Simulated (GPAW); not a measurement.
# A Mo chain with two Li atoms in line: relaxation, then transmission at several levels, part 3 of 3

Aim: the conductance of a Mo chain with two Li atoms in line after relaxation, and whether geometry, basis or functional moves it most.

GPAW 26.7.0; GPAW LCAO, PAW setups; relaxation of the junction within the symmetry of its start, lead ends held (the session's first sound run).

So far, transmission at the Fermi level (one spin): step 3 (double-zeta polarised basis, PBE, GPAW) 0.890; step 4 (basis szp(dzp), PBE, GPAW) 0.906; step 5 (basis sz(dzp), PBE, GPAW) 0.877; step 6 (revPBE) 0.903; step 7 (the structure as built: geometry = "as built", PBE, GPAW) 0.822.

### 9. Comparison

The curves are compared point by point over the common energies.

This step: comparison of transmission and cost over codes, levels and geometry (GPAW 26.7.0).

Ladder, by row:

| step | code | T at the Fermi level (sum over the listed spins) | conductance (G0) | r.m.s. T(E) from the first | wall time (s) | peak memory (GiB) | threads |
| --- | --- | --- | --- | --- | --- | --- | --- |
| dzp | GPAW | 0.8896 | 0.8879 | 0 | 244 | 1.59 | 1 |
| szp | GPAW | 0.9058 | 0.9041 | 0.07256 | 136.7 | 1.51 | 1 |
| sz | GPAW | 0.8771 | 0.8778 | 0.3588 | 93.45 | 1.43 | 1 |
| dzp-revPBE | GPAW | 0.9031 | 0.9013 | 0.106 | 240.9 | 1.59 | 1 |
| asbuilt | GPAW | 0.8221 | 0.8202 | 0.2624 | 249.2 | 1.59 | 1 |

The transmission, zone mean, sum over the listed spins by energy, zero at the Fermi level:

| energy (eV) | dzp | szp | sz | dzp-revPBE | asbuilt |
| --- | --- | --- | --- | --- | --- |
| -2.000 | 1.2e-5 | 5.3e-6 | 7.5e-5 | 1.3e-5 | 1.5e-4 |
| -1.900 | 1.3e-5 | 6.6e-6 | 9.3e-5 | 1.4e-5 | 2.3e-4 |
| -1.800 | 1.2e-5 | 7.8e-6 | 1.1e-4 | 1.3e-5 | 3.8e-4 |
| -1.700 | 7.4e-6 | 8.6e-6 | 1.3e-4 | 9.0e-6 | 6.9e-4 |
| -1.600 | 3.2e-6 | 8.2e-6 | 1.3e-4 | 3.5e-6 | 0.00150 |
| -1.500 | 0.0414 | 5.3e-6 | 8.9e-5 | 0.136 | 0.0287 |
| -1.400 | 0.0259 | 2.4e-6 | 2.3e-6 | 0.0286 | 0.0270 |
| -1.300 | 0.0304 | 0.0271 | 0.186 | 0.0327 | 0.0364 |
| -1.200 | 0.0420 | 0.0320 | 0.206 | 0.0443 | 0.0496 |
| -1.100 | 0.0609 | 0.0367 | 0.224 | 0.0638 | 0.0674 |
| -1.000 | 0.0885 | 0.0546 | 0.289 | 0.0925 | 0.0904 |
| -0.900 | 0.129 | 0.0857 | 0.380 | 0.134 | 0.120 |
| -0.800 | 0.187 | 0.128 | 0.476 | 0.195 | 0.160 |
| -0.700 | 0.267 | 0.188 | 0.571 | 0.278 | 0.211 |
| -0.600 | 0.363 | 0.276 | 0.666 | 0.379 | 0.271 |
| -0.500 | 0.461 | 0.395 | 0.749 | 0.482 | 0.338 |
| -0.400 | 0.549 | 0.528 | 0.807 | 0.575 | 0.408 |
| -0.300 | 0.630 | 0.646 | 0.839 | 0.657 | 0.488 |
| -0.200 | 0.711 | 0.742 | 0.855 | 0.738 | 0.583 |
| -0.100 | 0.799 | 0.826 | 0.865 | 0.819 | 0.697 |
| 0.000 | 0.890 | 0.906 | 0.877 | 0.903 | 0.822 |
| 0.100 | 0.965 | 0.971 | 0.895 | 0.971 | 0.932 |
| 0.200 | 0.999 | 0.999 | 0.919 | 0.999 | 0.993 |
| 0.300 | 0.970 | 0.970 | 0.945 | 0.969 | 0.990 |
| 0.400 | 0.887 | 0.891 | 0.969 | 0.889 | 0.931 |
| 0.500 | 0.777 | 0.788 | 0.987 | 0.783 | 0.843 |
| 0.600 | 0.664 | 0.682 | 0.997 | 0.673 | 0.747 |
| 0.675 | 0.588 | 0.610 | 0.999 | 0.606 | 0.679 |
| 0.700 | 0.564 | 0.588 | 0.999 | 0.576 | 0.658 |
| 0.800 | 0.482 | 0.508 | 0.993 | 0.494 | 0.582 |
| 0.900 | 0.416 | 0.442 | 0.981 | 0.428 | 0.520 |
| 1.000 | 0.363 | 0.389 | 0.964 | 0.375 | 0.470 |
| 1.100 | 0.322 | 0.346 | 0.944 | 0.333 | 0.432 |
| 1.200 | 0.288 | 0.311 | 0.922 | 0.299 | 0.403 |
| 1.300 | 0.261 | 0.284 | 0.898 | 0.272 | 0.382 |
| 1.400 | 0.240 | 0.262 | 0.873 | 0.250 | 0.371 |
| 1.500 | 0.225 | 0.244 | 0.847 | 0.234 | 0.372 |
| 1.600 | 0.216 | 0.231 | 0.821 | 0.225 | 0.399 |
| 1.700 | 0.218 | 0.223 | 0.795 | 0.225 | 0.491 |
| 1.800 | 0.246 | 0.222 | 0.770 | 0.250 | 0.800 |
| 1.900 | 0.356 | 0.233 | 0.745 | 0.345 | 2.02 |
| 1.950 | 1.01 | 0.248 | 0.733 | 0.576 | 1.50 |
| 1.975 | 0.413 | 0.259 | 0.727 | 1.67 | 0.676 |
| 2.000 | 0.157 | 0.274 | 0.721 | 0.287 | 0.256 |

### 10. Mixing 0.25

Mixing changes the road to self-consistency, not its end. The mixing history changes the road to self-consistency, not its end.

This step: GPAW LCAO, PAW setups; Landauer transmission from Green's functions with principal layers (ASE), zero bias (GPAW 26.7.0).

The input, run.py:

```python
import json
import numpy as np
from ase import Atoms
from ase.transport.calculators import TransportCalculator
from gpaw import GPAW, FermiDirac
from gpaw.lcao.tools import get_lcao_hamiltonian
from scipy.linalg import eigh

# The junction with lead layers at both ends, along the third cell vector
device = Atoms(
    ['Mo', 'Mo', 'Mo', 'Mo', 'Mo', 'Mo', 'Mo', 'Mo', 'Li', 'Li', 'Mo', 'Mo', 'Mo', 'Mo', 'Mo', 'Mo', 'Mo', 'Mo'],
    positions=[
        [4.50000, 4.50000, 1.12500],
        [4.50000, 4.50000, 3.37500],
        [4.50000, 4.50000, 5.62500],
        [4.50000, 4.50000, 7.87500],
        [4.50000, 4.50000, 10.12500],
        [4.50000, 4.50000, 12.37500],
        [4.50000, 4.50000, 14.62500],
        [4.50000, 4.50000, 16.67700],
        [4.50000, 4.50000, 19.44183],
        [4.50000, 4.50000, 22.24577],
        [4.50000, 4.50000, 25.01060],
        [4.50000, 4.50000, 27.06260],
        [4.50000, 4.50000, 29.31260],
        [4.50000, 4.50000, 31.56260],
        [4.50000, 4.50000, 33.81260],
        [4.50000, 4.50000, 36.06260],
        [4.50000, 4.50000, 38.31260],
        [4.50000, 4.50000, 40.56260]],
    cell=[[9.0, 0.0, 0.0], [0.0, 9.0, 0.0], [0.0, 0.0, 41.6876]],
    pbc=True)

# One principal layer of the lead: the first 5 atoms of the device
lead = Atoms(
    ['Mo', 'Mo', 'Mo', 'Mo', 'Mo'],
    positions=[
        [4.50000, 4.50000, 1.12500],
        [4.50000, 4.50000, 3.37500],
        [4.50000, 4.50000, 5.62500],
        [4.50000, 4.50000, 7.87500],
        [4.50000, 4.50000, 10.12500]],
    cell=[[9.0, 0.0, 0.0], [0.0, 9.0, 0.0], [0.0, 0.0, 11.25]],
    pbc=True)

settings = dict(mode='lcao', basis='dzp', xc='PBE', h=0.2,
                occupations=FermiDirac(0.1), maxiter=250,
                mixer=dict(beta=0.25, nmaxold=3, weight=100.0),
                convergence=dict(density=0.0001))
energies = np.arange(-2, 2 + 1e-9, 0.025)
eta = 0.0001
n1, n2 = 1, 1
# k and -k transmit alike, so half of the mesh across the current serves
mesh = [(i, j) for i in range(n1) for j in range(n2) if (i, j) <= (-i % n1, -j % n2)]
weights = np.array([1 if (i, j) == (-i % n1, -j % n2) else 2 for i, j in mesh]) / (n1 * n2)


def ground_state(atoms, size, txt):
    atoms.calc = GPAW(kpts={'size': size, 'gamma': True}, symmetry={'tolerance': 1e-3}, txt=txt, **settings)
    atoms.get_potential_energy()
    return atoms.calc.get_fermi_level()


def blocks(atoms, fermi, points, nz, cells):
    """H - E_F S and S between cell 0 and the cells above it, at each point across the current."""
    kz = np.arange(nz) / nz
    calc = atoms.calc.fixed_density(kpts=[(*k, z) for k in points for z in kz], symmetry='off', txt=None)
    H, S = get_lcao_hamiltonian(calc)
    H = (H - fermi * S).reshape(len(H), len(points), nz, *S.shape[1:])
    S = S.reshape(H.shape[1:])
    phases = [np.exp(-2j * np.pi * kz * R) / nz for R in cells]
    return [(np.einsum('skzij,z->ksij', H, p), np.einsum('kzij,z->kij', S, p)) for p in phases]


def pair(a, b):
    return np.block([[a, b], [b.T.conj(), a]])


def count_channels(h, s, cells, nk=240):
    """Half the number of times that the lead's bands cross each energy, unfolded to its shortest repeat."""
    b = len(h) // cells
    bands = []
    for k in (np.arange(nk + 1) + 0.5) / nk:
        hk, sk = h[:b, :b].copy(), s[:b, :b].copy()
        for R in range(1, cells):
            phase, block = np.exp(2j * np.pi * k * R), slice(R * b, (R + 1) * b)
            hk += h[:b, block] * phase + (h[:b, block] * phase).T.conj()
            sk += s[:b, block] * phase + (s[:b, block] * phase).T.conj()
        w, u = eigh(sk)
        x = u[:, w > 1e-5] / w[w > 1e-5]**0.5  # drop near-dependent combinations
        bands.append(np.r_[eigh(x.T.conj() @ hk @ x, eigvals_only=True), [1e9] * (w <= 1e-5).sum()])
    below = np.array(bands)[:, :, None] < energies
    return (below[1:] != below[:-1]).sum((0, 1)) / 2


fermi_lead = ground_state(lead, (1, 1, 10), 'lead.txt')
fermi_device = ground_state(device, (1, 1, 2), 'device.txt')
T, channels, eigen, tail, misfit, shifts = [], [], [], 0.0, 0.0, []
for first in range(0, len(mesh), 342):
    points = [(i / n1, j / n2) for i, j in mesh[first:first + 342]]
    (H0k, S0k), (H1k, S1k), (H2k, _) = blocks(lead, fermi_lead, points, 5, range(3))
    [(Hk, Sk)] = blocks(device, fermi_device, points, 2, [0])
    tail = max(tail, abs(H2k).max())
    for H0, S0, H1, S1, H, S in zip(H0k, S0k, H1k, S1k, Hk, Sk):
        n = len(S0)
        # Shift the lead onto the potential of the device's first layer
        shift = ((H[:, 0, 0] - H0[:, 0, 0]) / S0[0, 0]).real.mean()
        shifts.append(shift)
        misfit = max(misfit, abs(H[:, :n, :n] - H0 - shift * S0).max())
        Tk, Ck, Ek = [], [], []
        for s in range(len(H)):
            t = s % len(H0)  # a lead without moments serves both spins
            h1, s1 = pair(H0[t] + shift * S0, H1[t] + shift * S1), pair(S0, S1)
            leads = dict(h1=h1, s1=s1, energies=energies, eta=eta, eta1=eta, eta2=eta)
            calc = TransportCalculator(h=H[s], s=S, eigenchannels=3, **leads)
            Tk.append(calc.get_transmission())
            Ek.append(np.sort(calc.eigenchannels_ne, axis=0)[::-1])
            Ck.append(count_channels(h1, s1, 10))
        T.append(Tk)
        channels.append(Ck)
        eigen.append(Ek)
T, channels = np.array(T), np.array(channels)
mean, open_channels = np.einsum('kse,k->se', T, weights), np.einsum('kse,k->se', channels, weights)

print(f'basis functions: device {len(S)}, principal layer {n}')
print(f'Fermi level: lead {fermi_lead:.4f} eV, device {fermi_device:.4f} eV; lead shifted by {np.mean(shifts):.4f} eV')
print(f'largest coupling past the next layer {tail:.2e} eV, largest misfit of the first layer {misfit:.3f} eV')
print('  E-E_F (eV)   ' + 'T (one spin)  channels')
for e, t, c in zip(energies, mean.T, open_channels.T):
    print(f'{e:10.3f}  ', *[f'{x:11.4e}' for x in t], *[f'{x:9.4f}' for x in c])

kT = 8.617333e-5 * 300
fine = np.linspace(energies[0], energies[-1], 4001)
both = np.exp(np.interp(fine, energies, np.log(np.maximum(mean.sum(0) * 2 / len(mean), 1e-30))))
fermi = lambda mu: 1 / (1 + np.exp(np.clip((fine - mu) / kT, -200, 200)))
slope = fermi(0) * (1 - fermi(0)) / kT
G = np.trapezoid(both * slope, fine) / 2
seebeck = -np.trapezoid(both * slope * fine, fine) / (2 * G * 300) * 1e6
print(f'conductance at 300 K: {G:.5g} G0 a cell; thermopower {seebeck:.4g} uV/K')
bias = [0.1, 0.2, 0.5, 1.0, 1.5, 2.0]
current = [38.74 * np.trapezoid(both * (fermi(V / 2) - fermi(-V / 2)), fine) for V in bias]
for V, I in zip(bias, current):
    print(f'current from the zero-bias T(E) at {V} V: {I:.5g} uA')
zero = abs(energies).argmin()
json.dump(dict(energies=energies.tolist(), T=mean.tolist(), channels=open_channels.tolist(), G=G, seebeck=seebeck,
               bias=bias, current=current, tail=tail, misfit=misfit, shift=np.mean(shifts), n_device=len(S), n_lead=n,
               fermi=[fermi_lead, fermi_device], energy=device.get_potential_energy(),
               moments=device.get_magnetic_moments().tolist(), mesh=mesh, weights=weights.tolist(),
               T_k=T[:, :, zero].tolist(), eigen=np.array(eigen[0]).tolist()), open('result.json', 'w'))
```

Started as:

```
$ OMP_NUM_THREADS=1 OPENBLAS_NUM_THREADS=1 python run.py
```

Output:

```text
basis functions: device 474, principal layer 145
Fermi level: lead -2.7418 eV, device -2.6863 eV; lead shifted by -0.0058 eV
largest coupling past the next layer 2.80e-05 eV, largest misfit of the first layer 0.099 eV
  E-E_F (eV)   T (one spin)  [channel counts left out]
    -2.000    1.2122e-05
    -1.975    1.2398e-05
    -1.950    1.2613e-05
    -1.925    1.2753e-05
    -1.900    1.2800e-05
    -1.875    1.2733e-05
    -1.850    1.2532e-05
    -1.825    1.2173e-05
    -1.800    1.1633e-05
    -1.775    1.0888e-05
    -1.750    9.9240e-06
    -1.725    8.7315e-06
    -1.700    7.4603e-06
    -1.675    5.9420e-06
    -1.650    4.5450e-06
    -1.625    3.5266e-06
[...]
1.825    2.6003e-01
     1.850    2.8045e-01
     1.875    3.0975e-01
     1.900    3.5717e-01
     1.925    4.6356e-01
     1.950    1.0237e+00
     1.975    4.1461e-01
     2.000    1.5658e-01
conductance at 300 K: 0.88753 G0 a cell; thermopower -6.924 uV/K
current from the zero-bias T(E) at 0.1 V: 6.8716 uA
current from the zero-bias T(E) at 0.2 V: 13.712 uA
current from the zero-bias T(E) at 0.5 V: 33.672 uA
current from the zero-bias T(E) at 1.0 V: 62.073 uA
current from the zero-bias T(E) at 1.5 V: 81.117 uA
current from the zero-bias T(E) at 2.0 V: 92.449 uA
```

Run time: 7.5 min. Hardware: 1 thread of Arm Neoverse V2, shared host; peak memory 1.4 GiB.

This step gave:

```yaml
conductance: 0.8875 G₀
largest_misfit_of_the_first_principal_layer: 0.09870 eV
shift_that_aligns_the_lead: -0.005797 eV
transmission_at_the_fermi_level_one_spin: 0.8893
```

One spin. The transmission, zone mean by energy, zero at the Fermi level:

| energy (eV) | transmission, zone mean |
| --- | --- |
| -2.000 | 1.2e-5 |
| -1.800 | 1.2e-5 |
| -1.600 | 3.2e-6 |
| -1.400 | 0.0258 |
| -1.200 | 0.0419 |
| -1.000 | 0.0886 |
| -0.800 | 0.187 |
| -0.600 | 0.363 |
| -0.400 | 0.549 |
| -0.200 | 0.709 |
| 0.000 | 0.889 |
| 0.200 | 0.999 |
| 0.400 | 0.888 |
| 0.600 | 0.664 |
| 0.800 | 0.482 |
| 1.000 | 0.364 |
| 1.200 | 0.288 |
| 1.400 | 0.241 |
| 1.600 | 0.216 |
| 1.800 | 0.245 |
| 1.950 | 1.02 |
| 2.000 | 0.157 |

Not self-consistent under bias; the bias window is split evenly. Current through one cell, from the zero-bias transmission against bias:

| bias (V) | current through one cell, from the zero-bias transmission (μA) |
| --- | --- |
| 0.100 | 6.87 |
| 0.200 | 13.7 |
| 0.500 | 33.7 |
| 1.000 | 62.1 |
| 1.500 | 81.1 |
| 2.000 | 92.4 |

The transmission of the three most open eigenchannels by energy, zero at the Fermi level:

| energy (eV) | channel 1 | channel 2 | channel 3 |
| --- | --- | --- | --- |
| -1.600 | 1.6e-6 | 1.6e-6 | 2.6e-8 |
| -1.500 | 0.0421 | 1.1e-4 | 1.9e-6 |
| -1.400 | 0.0258 | 2.3e-6 | 2.3e-6 |
| -1.300 | 0.0305 | 2.8e-6 | 2.8e-6 |
| -1.200 | 0.0419 | 3.4e-6 | 3.4e-6 |
| -1.100 | 0.0610 | 4.1e-6 | 4.1e-6 |
| -1.000 | 0.0886 | 5.0e-6 | 5.0e-6 |
| -0.900 | 0.129 | 6.3e-6 | 6.3e-6 |
| -0.800 | 0.187 | 7.8e-6 | 7.8e-6 |
| -0.700 | 0.267 | 9.9e-6 | 9.9e-6 |
| -0.600 | 0.363 | 1.2e-5 | 1.2e-5 |
| -0.500 | 0.460 | 1.6e-5 | 1.6e-5 |
| -0.400 | 0.549 | 2.0e-5 | 2.0e-5 |
| -0.300 | 0.629 | 2.6e-5 | 2.6e-5 |
| -0.200 | 0.709 | 3.2e-5 | 3.2e-5 |
| -0.100 | 0.798 | 4.1e-5 | 4.1e-5 |
| 0.000 | 0.889 | 5.1e-5 | 5.1e-5 |
| 0.100 | 0.965 | 6.3e-5 | 6.3e-5 |
| 0.200 | 0.998 | 8.0e-5 | 8.0e-5 |
| 0.300 | 0.970 | 1.0e-4 | 1.0e-4 |
| 0.400 | 0.887 | 1.3e-4 | 1.3e-4 |
| 0.500 | 0.776 | 1.6e-4 | 1.6e-4 |
| 0.600 | 0.664 | 2.1e-4 | 2.1e-4 |
| 0.700 | 0.564 | 2.7e-4 | 2.7e-4 |
| 0.800 | 0.481 | 3.7e-4 | 3.7e-4 |
| 0.900 | 0.415 | 5.1e-4 | 5.1e-4 |
| 1.000 | 0.362 | 7.2e-4 | 7.2e-4 |
| 1.100 | 0.320 | 0.00103 | 0.00103 |
| 1.200 | 0.285 | 0.00151 | 0.00151 |
| 1.300 | 0.257 | 0.00226 | 0.00226 |
| 1.400 | 0.234 | 0.00345 | 0.00345 |
| 1.500 | 0.214 | 0.00545 | 0.00545 |
| 1.600 | 0.198 | 0.00910 | 0.00910 |
| 1.700 | 0.185 | 0.0168 | 0.0168 |
| 1.800 | 0.174 | 0.0357 | 0.0357 |
| 1.900 | 0.165 | 0.0963 | 0.0963 |
| 2.000 | 0.157 | 1.1e-5 | 1.3e-8 |

The conductance equals that of the dzp run to 0.2 %.

### 11. Outcome

| Quantity | Value |
| --- | --- |
| conductance | 0.888 G₀ |
| transmission at the Fermi level, mean of the spins | 0.890 |

In the dzp basis the junction conducts 0.888 G₀ at 300 K, with T = 0.890 a spin at the Fermi level; the sz basis reaches that conductance within 10 %. Relaxation moved atoms by up to 0.20 Å and took the conductance from 0.820 to 0.888 G₀, as a ratio a larger change than the step from dzp to the minimal basis. At the Fermi level one eigenchannel carries the current (0.89). Measured against the first run (dzp), the nearest curve is that of szp (r.m.s. 0.073) and the farthest that of sz (0.36). Over the compared runs wall time goes from 93 s (sz) to 249 s (asbuilt), on a shared host. The leads kept an estimated spacing and the cell its length, so the junction may be under some tension or compression. The geometry comes from the orbital basis, which tends to overbind, and kept the symmetry of the start, so a structure of lower symmetry may lie lower. The run had no spin polarisation, so a magnetic state, which chains and small molecules with open shells often have, wasn't tested. An evenly spaced straight chain is an idealisation: free chains tend to dimerise, zigzag or, where a band edge lies near the Fermi level, turn magnetic. The currents use the zero-bias T(E) throughout, which holds only while the bias is small against the distance to the nearest feature. The thermopower isn't quoted: it samples T(E) farther from the Fermi level than the conductance does, and the energy grid wasn't tested for it.

[Logs are printed without paths, hosts, clocks, repeated set-up lines and the standing remarks that a program may print on its own settings, such as how far it seeks lower states.]

[Hosts, paths, dates, database ids (printed as entryN), source tags and the programs' standing remarks are cut or masked in the printed files.]
